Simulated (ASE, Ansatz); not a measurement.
# Convergence of a linear-scaling basis for twisted 1T-TiS2 bilayer, 6.01° (546 atoms)

Aim: test how closely localised support functions follow the reference on twisted 1T-TiS2 bilayer, 6.01° (546 atoms), and at what cost. A setting counts as converged where the r.m.s. difference of forces stays under 1 % of the r.m.s. force.

Program: Ansatz 0.2.0. Level of theory: Kohn-Sham DFT, PBEsol, PAW (set soft_2), plane waves. Results are calculated unless marked as measured.

## (1) The structure

The cell holds 546 atoms: 182 Ti and 364 S. Cell: a = 32.529 Å, b = 32.529 Å, c = 20.860 Å, α = 90.0°, β = 90.0°, γ = 120.0°. It derives from TiS2 (1T-TiS2). 1T-TiS2 (a = 3.41 Å) under 1T-TiS2 (a = 3.41 Å), bilayer, commensurate cell of 91 unit cells a layer, twist 6.01 deg; facing planes 3.14 Å apart; 12 Å of vacuum; layers as built, displaced by a Gaussian of 0.01 Å. Regions: layer 1, 273 atoms (91 Ti and 182 S); layer 2, 273 atoms (91 Ti and 182 S). Vacuum lies along c.

Limits known from the start: The functional has no dispersion term, which matters for the binding between molecules or layers. Beside vacuum, support functions can miss their usual error bounds without a warning. The main run has no spin polarisation, so moments on Ti can't form in it, and no Hubbard term. Only the Γ point is sampled, in a cell whose shortest periodic width is 28 Å.

## (2) Plane-wave single point

This run is the reference for what follows, at a cutoff of 420 eV.

input.yaml reads:

```yaml
crystal:
  lattice:
    - [32.5293, 0.0, 0.0]
    - [-16.26465, 28.1712, 0.0]
    - [0.0, 0.0, 20.86]
  atoms:
    - { symbol: Ti, position: [0.0104, 0.82413, 0.35577] }
    - { symbol: S, position: [0.06931, 0.88572, 0.4247] }
    - { symbol: S, position: [0.07392, 0.82851, 0.28765] }
    - { symbol: Ti, position: [0.06536, 0.94546, 0.35571] }
    - { symbol: S, position: [0.12416, 0.00688, 0.42478] }
    - { symbol: S, position: [0.12777, 0.94889, 0.28787] }
    - { symbol: Ti, position: [0.02188, 0.64848, 0.35657] }
    - { symbol: S, position: [0.08055, 0.71072, 0.42485] }
    - { symbol: S, position: [0.08362, 0.652, 0.28765] }
    - { symbol: Ti, position: [0.07717, 0.76984, 0.35631] }
    - { symbol: S, position: [0.13519, 0.83134, 0.42472] }
    - { symbol: S, position: [0.1393, 0.77325, 0.28666] }
    - { symbol: Ti, position: [0.1322, 0.88994, 0.35637] }
    - { symbol: S, position: [0.19033, 0.9525, 0.42405] }
    - { symbol: S, position: [0.19458, 0.89423, 0.28741] }
    - { symbol: Ti, position: [0.03279, 0.47201, 0.35602] }
    - { symbol: S, position: [0.09213, 0.53501, 0.42499] }
    - { symbol: S, position: [0.0953, 0.4758, 0.28728] }
    - { symbol: Ti, position: [0.08755, 0.5931, 0.35711] }
    - { symbol: S, position: [0.14606, 0.65554, 0.42485] }
    - { symbol: S, position: [0.14974, 0.59629, 0.28742] }
    - { symbol: Ti, position: [0.14272, 0.71454, 0.3556] }
    - { symbol: S, position: [0.2017, 0.77627, 0.42555] }
    - { symbol: S, position: [0.20505, 0.71789, 0.28715] }
    - { symbol: Ti, position: [0.19829, 0.83528, 0.35593] }
    - { symbol: S, position: [0.25597, 0.89741, 0.42463] }
    - { symbol: S, position: [0.26022, 0.83905, 0.28761] }
    - { symbol: Ti, position: [0.25266, 0.95602, 0.35619] }
    - { symbol: S, position: [0.31114, 0.01816, 0.42442] }
    - { symbol: S, position: [0.31518, 0.96032, 0.28704] }
    - { symbol: Ti, position: [0.0435, 0.29646, 0.35664] }
    - { symbol: S, position: [0.10219, 0.35956, 0.42425] }
    [... 508 atom lines left out ...]
    - { symbol: Ti, position: [0.82337, 0.28193, 0.64326] }
    - { symbol: S, position: [0.88548, 0.34043, 0.71228] }
    - { symbol: S, position: [0.88158, 0.27798, 0.57515] }
    - { symbol: Ti, position: [0.81211, 0.09497, 0.64433] }
    - { symbol: S, position: [0.87421, 0.15348, 0.71276] }
    - { symbol: S, position: [0.87073, 0.09151, 0.57488] }
kpoints:
  mp_grid: { grid: [1, 1, 1] }
hamiltonian:
  xc: pbesol
scf:
  occupations: { method: fermi_dirac, width: 0.05 }
output:
  forces: true
  populations: true
  dos:
    method: { smearing: { sigma: 0.15 } }
    de: 0.1
    projected: { site_lists: { S: [S], Ti: [Ti] } }
  eigenvalues: true
```

Launch:

```bash
$ ansatz run input.yaml --threads 32 --pin off --max-ram 92160MiB --backend cuda --events-out ev --progress --plain --runs-dir out --max-vram 78GiB
```

Numbers of over 12 decimals in the logs are rounded to 6 here.

Log:

```text
projector tables: rebuilt, as memory chose (as under --projector-tables rebuilt)
Engine: ansatz 0.2.0, aarch64-unknown-linux-gnu
Pseudopotentials: kind: paw
Pseudopotential: Ti, paw, valence charge 12, recommended cutoff 420 eV (normal), Ti.paw.azcp
Pseudopotential: S, paw, valence charge 6, recommended cutoff 420 eV (normal), S.paw.azcp
[... 3 lines on functional and potentials left out ...]
device memory: the entry about to start is reckoned to put 76.2 GiB on a device that reports 177.9 GiB free (of which the cap on the GPU budget leaves the run 78.0 GiB)
GPU FFT provider: cuFFT
GPU libraries: cuBLAS 13.8.1, cuFFT 12.4.0, cuSOLVER 12.3.2
GPU matrix products: emulated (plane waves: as basis.precision tells), large ones in fixed point in workspaces of 1.00 GiB
Crystal: 546 atoms, lattice volume = 19115.883 Å³
Basis set: ecut = 420 eV, 373617 PW (Γ), exchange–correlation on 450×450×288 points (8 copies of the dense FFT grid, shifted against one another)
Bands: 2730, of which v1, the nominal top of the filled ones, is band 2184 counted from 1 (2183 counted from 0)
Symmetry: 1 space group operations
Space group: P1 (ITA 1), of the structure as read, at distance tolerance 2.7e-4 Å
k-points: 1
[... 7 lines on functional and potentials left out ...]
Initial density: superposition of atomic densities (neutral atoms: chi_scale 0, normalization atom), corrected by the library's trained network
Initial wavefunctions: pseudopotential atomic-orbital guess
GPU buffer pool allocated for 7290000 grid points (all kernels)
GPU transforms: local potential and band sums: pruned to the plane-wave sphere, on 225×225×144
GPU projectors: on the FFT box's points about the atoms, with room for 4089540 of them (8 bands a pass); a geometry past the room, sums that fail their trial, or a want of GPU memory keeps the tables, and a block in half precision can take them where they are the faster
Functional: x = pbesol(κ = 0.804, μ = 0.123457), c = pbesol(β = 0.046)
SCF iter   1: F=—  HF=-773075.666220 eV  |F-HF|=—  |Δ(HF+E_count)|=         —  Δρ=3.45e-3  dr2=3.09e0  ethr=1.77e-3  ⟨swp⟩=6.0  Hψ=10513  notcnv=0
preconditioner: auto → LDOS  [insulator: Δε(μ)=0.557 eV  Ē_g=6.444 eV  σ=0.050 eV  W_gap=0.63  n_scr=3098 (ndim 8)  ℏωp=14.5 eV  f_vac=0.423  D(μ)=122.86/eV (n_scr^D=414)  ε∞_Penn≈6.1  β→1.0]
SCF iter   2: F=—  HF=-773075.723639 eV  |F-HF|=—  |Δ(HF+E_count)|=   5.74e-2  Δρ=1.95e-3  dr2=2.14e0  ethr=7.08e-5  ⟨swp⟩=2.0  Hψ=5510  notcnv=0  defer=108
SCF iter   3: F=—  HF=-773075.421884 eV  |F-HF|=—  |Δ(HF+E_count)|=   3.02e-1  Δρ=8.13e-4  dr2=4.23e-1  ethr=4.91e-5  ⟨swp⟩=8.0  Hψ=4544  notcnv=0  defer=108
SCF iter   4: F=—  HF=-773075.369836 eV  |F-HF|=—  |Δ(HF+E_count)|=   5.20e-2  Δρ=1.57e-4  dr2=1.62e-2  ethr=9.67e-6  ⟨swp⟩=2.0  Hψ=3147  notcnv=0  defer=108
SCF iter   5: F=—  HF=-773075.379839 eV  |F-HF|=—  |Δ(HF+E_count)|=   1.00e-2  Δρ=6.18e-5  dr2=2.03e-3  ethr=3.71e-7  ⟨swp⟩=2.0  Hψ=4093  notcnv=0  defer=108
SCF iter   6: F=—  HF=-773075.368196 eV  |F-HF|=—  |Δ(HF+E_count)|=   1.16e-2  Δρ=1.33e-5  dr2=1.19e-4  ethr=4.65e-8  ⟨swp⟩=2.0  Hψ=3551  notcnv=0  defer=108
SCF iter   7: F=—  HF=-773075.381261 eV  |F-HF|=—  |Δ(HF+E_count)|=   1.31e-2  Δρ=6.30e-6  dr2=1.80e-5  ethr=2.73e-9  ⟨swp⟩=2.0  Hψ=4108  notcnv=0  defer=108
SCF iter   8: F=—  HF=-773075.380668 eV  |F-HF|=—  |Δ(HF+E_count)|=   5.93e-4  Δρ=2.04e-6  dr2=2.17e-6  ethr=4.12e-10  ⟨swp⟩=2.0  Hψ=3717  notcnv=0  defer=108
SCF iter   9: F=—  HF=-773075.380669 eV  |F-HF|=—  |Δ(HF+E_count)|=   1.12e-6  Δρ=8.01e-7  dr2=3.87e-7  ethr=4.96e-11  ⟨swp⟩=2.0  Hψ=4104  notcnv=0  defer=108
SCF iter  10: F=-773075.380669 eV  HF=-773075.380669 eV  |F-HF|=2.54e-8  |Δ(HF+E_count)|=   1.07e-7  Δρ=2.81e-7  dr2=3.67e-8  ethr=2.29e-12  ⟨swp⟩=10.0  Hψ=9714  notcnv=0
SCF 1 converged in 10 iterations: F = -773075.380669 eV  dr2 = 3.67e-8
  greatest PAW one-centre occupation: 0.999 electrons in one spin orbital (limit 2), on the Ti atom at site 204 (counted from 0), in its partial waves of l = 0
SCF converged after 10 iterations
Free energy (F): -773075.380669 eV
Harris-Foulkes:  -773075.380669 eV  (|F-HF|=2.54e-8)
Internal energy: -773074.390836 eV  (E = F + TS)
E sigma→0 (E₀):  -773074.885753 eV
Entropy (-TS):   -0.989833 eV (-1.813 meV/atom)
Fermi energy:    1.583683 eV
--- Per-component energies (eV) ---
  E_band       = -65954.588523
  E_kinetic    = 87980.245222
  E_local      = -1734118.368466  (includes V_loc(G=0)·N_el)
  E_nonlocal   = 11698.290053
  E_hartree    = 827401.046986
  E_xc         = -52588.889676
  E_vxc        = -53908.909749  (∫ρ·V_xc dr)
  E_paw        = -398459.129360  (= ΣΔE_a)
  E_vpaw       = -32407.902858  (= ΣTr[D̂ρ^β])
  E_aug_tail   = 0.023589  (compensation charges beyond the density's cutoff)
  E_ewald      = 484964.473325
  E_core_change = 47.917491  (= ΣΔE_core)
  E_smearing   = -0.989833  (= −TS)
  E_closure    = -0.000000  (closes the sum)
  Σ components = -773075.380669   (vs F -773075.380669, Δ=0.00e0)
--- Forces (eV/Å), atoms counted from 1 ---
[... 546 lines of forces left out ...]
  max |Σ_I F_I| component: 1.15e-5 eV/Å
--- Band table (eV) ---
[... left out ...]
--- Löwdin populations: 546 sites ---
  site symbol       q [e]
[... 546 lines, one an atom, left out ...]
  spilling = 0.006672 (of n_electrons = 4368.000000)
```

The job ended after 35 s (1 × NVIDIA GB200 with 32 threads of Arm Neoverse V2, shared host; peak memory 11 GiB).

Reading the cycles: dr2 is the Hartree energy of the density residual (eV), the measure of convergence; HF is the Harris–Foulkes estimate of the energy, which meets the free energy F at convergence.

That memory is the host's; the program planned up to 76.2 GiB on the GPU. Forces of this run were stored rounded, and per-atom blocks of the log weren't kept.

The run gave:

```
free energy                             : -773075.3807 eV
free energy per atom                    : -1415.8890 eV/atom
SCF cycles                              : 10
r.m.s. force component                  : 0.1992 eV/Å
longest force                           : 0.6868 eV/Å
Fermi energy                            : 1.584 eV
levels partly filled by over 2 per cent : 22
spilling of the projection              : 0.006672
```

Length of the force by element:

```
element  coordination  atoms  mean length of the force (eV/Å)  spread   least   most
      S           all    364                            0.391   0.094   0.156  0.687
     Ti           all    182                            0.169  0.0747  0.0364  0.412
```

Löwdin charges by element (they lack the spilled electrons, 0.053 e an atom on average):

```
element  coordination  atoms  mean charge (e)  spread   least    most
      S           all    364           -0.302  0.0054  -0.317  -0.283
     Ti           all    182            0.763   0.004   0.754   0.775
```

By region:

```
 region  atoms  mean length of the force (eV/Å)
layer 1    273                            0.317
layer 2    273                            0.317
```

Density of states as counts of states in windows of 0.5 eV (from the Fermi level), total and some projections:

```
from (eV)  to (eV)  total    S p   Ti d
      -10     -5.5    0.0    0.0    0.0
     -5.5       -5   41.6   27.8    7.5
       -5     -4.5  128.0   88.4   23.2
     -4.5       -4  291.4  220.9   47.6
       -4     -3.5  232.5  170.4   40.6
     -3.5       -3  205.2  144.0   50.9
       -3     -2.5  455.6  295.4  145.3
     -2.5       -2  245.6  176.3   56.4
       -2     -1.5  230.8  190.8   28.9
     -1.5       -1  212.0  178.6   26.7
       -1     -0.5  116.0   95.0   17.8
     -0.5        0   23.2   15.8    6.7
        0      0.5  121.3   25.4   89.9
      0.5        1  224.4   38.3  178.2
```

Between -26 and -10 eV lie 728 more states.

The stored curve holds about 2910 of the 4368 electrons; the rest, give or take the few that broadening carries across the Fermi level, lie in deeper levels below its range.

Not all projections were asked for or kept, so they needn't add up to the total.

The levels nearest the highest filled one (over half full), pooled over k-points and spins:

```
level less the highest filled one (eV)  occupation
                               -0.0231           2
                               -0.0203           2
                               -0.0133           2
                               -0.0124           2
                                -0.004           2
                                     0           2
                                 0.562       0.697
                                 0.562       0.695
                                 0.564       0.677
                                 0.565       0.665
                                 0.572       0.611
                                 0.576       0.576
```

Mean Löwdin charges: S -0.30, Ti +0.76 e (they miss 0.67 % of the electrons, so they add up to more than the cell's charge). Just under the Fermi level the largest share is S p (58 % of the projected weight), just over it Ti d (74 % of the projected weight).

## (3) Distances and neighbours

These statistics describe the geometry on which the runs were made.

Normalised to the volume that the atoms fill. g(r), total and by pair (bins of 0.1 Å):

```
r (Å)  total    S-S   S-Ti  Ti-Ti
 2.25   0.00   0.00   0.00   0.00
 2.35   0.10   0.00   0.23   0.00
 2.45   9.76   0.00  22.00   0.00
 2.55   0.00   0.00   0.00   0.00
 2.65   0.00   0.00   0.00   0.00
 2.75   0.00   0.00   0.00   0.00
 2.85   0.00   0.00   0.00   0.00
 2.95   0.00   0.00   0.00   0.00
 3.05   0.00   0.00   0.00   0.00
 3.15   0.05   0.12   0.00   0.00
 3.25   0.11   0.25   0.00   0.00
 3.35   1.94   3.02   0.00   5.35
 3.45   8.08  13.90   0.00  17.10
 3.55   0.15   0.34   0.00   0.00
 3.65   0.10   0.22   0.00   0.00
 3.75   0.07   0.15   0.00   0.00
 3.85   0.09   0.19   0.00   0.00
 3.95   0.07   0.15   0.00   0.00
 4.05   0.07   0.17   0.00   0.00
 4.15   2.65   0.17   5.80   0.00
 4.25   0.81   0.15   1.68   0.00
 4.35   0.07   0.15   0.00   0.00
 4.45   0.07   0.16   0.00   0.00
 4.55   0.11   0.15   0.10   0.00
 4.65   0.19   0.12   0.30   0.00
 4.75   0.19   0.15   0.27   0.00
 4.85   1.42   2.90   0.30   0.00
 4.95   0.19   0.16   0.27   0.00
 5.05   0.18   0.13   0.28   0.00
 5.15   0.18   0.14   0.27   0.00
 5.25   0.17   0.13   0.25   0.00
 5.35   1.99   0.13   4.35   0.00
 5.45   2.34   0.12   5.14   0.00
 5.55   0.17   0.13   0.24   0.00
 5.65   0.16   0.12   0.24   0.00
 5.75   0.15   0.10   0.24   0.00
 5.85   0.97   1.32   0.24   2.53
 5.95   3.50   6.40   0.23   5.01
 6.05   0.30   0.34   0.23   0.38
 6.15   0.30   0.34   0.20   0.51
 6.25   0.29   0.32   0.23   0.42
 6.35   0.29   0.31   0.22   0.45
 6.45   0.28   0.33   0.20   0.40
 6.55   0.27   0.30   0.21   0.41
```

Bonds by pair of elements; cutoffs follow the first minimum of g(r), held within bounds set by covalent radii, and pairs that aren't listed don't count as bonded:

```
pair A-B  cutoff (Å)  bonds  mean length (Å)  spread (Å)  shortest (Å)  B about A  A about B
    S-Ti         3.1   1092             2.43       0.014          2.38          3          6
```

How many atoms have how many bonded neighbours:

```
element  mean    3    6
      S     3  364    0
     Ti     6    0  182
```

Bond angles, per cent of each kind in bins of 5°:

```
angle (°)  S-Ti-S  Ti-S-Ti
    85–90    39.9     98.8
    90–95    40.1      1.2
   95–100     0.0      0.0
  100–105     0.0      0.0
  105–110     0.0      0.0
  110–115     0.0      0.0
  115–120     0.0      0.0
  120–125     0.0      0.0
  125–130     0.0      0.0
  130–135     0.0      0.0
  135–140     0.0      0.0
  140–145     0.0      0.0
  145–150     0.0      0.0
  150–155     0.0      0.0
  155–160     0.0      0.0
  160–165     0.0      0.0
  165–170     0.0      0.0
  170–175     0.0      0.0
  175–180    20.0      0.0
```

Bond angles (no mean is given where the spread exceeds 20°):

```
  angle  count  mean (°)  spread (°)
 S-Ti-S   2730         -           -
Ti-S-Ti   1092        89         0.5
```

First main peaks of g(r), for some of the pairs, lie near 3.43 Å (S-S), 2.43 Å (S-Ti) and 3.41 Å (Ti-Ti). With the cutoffs above, all S atoms have 3 and all Ti atoms have 6 bonded neighbours.

(Part 1 of 2 ends here.)

[Logs are printed without paths, hosts, clocks, repeated set-up lines and the standing remarks that a program may print on its own settings, such as how far it seeks lower states.]

[Hosts, paths, dates, database ids (printed as entryN), source tags and the programs' standing remarks are cut or masked in the printed files.]
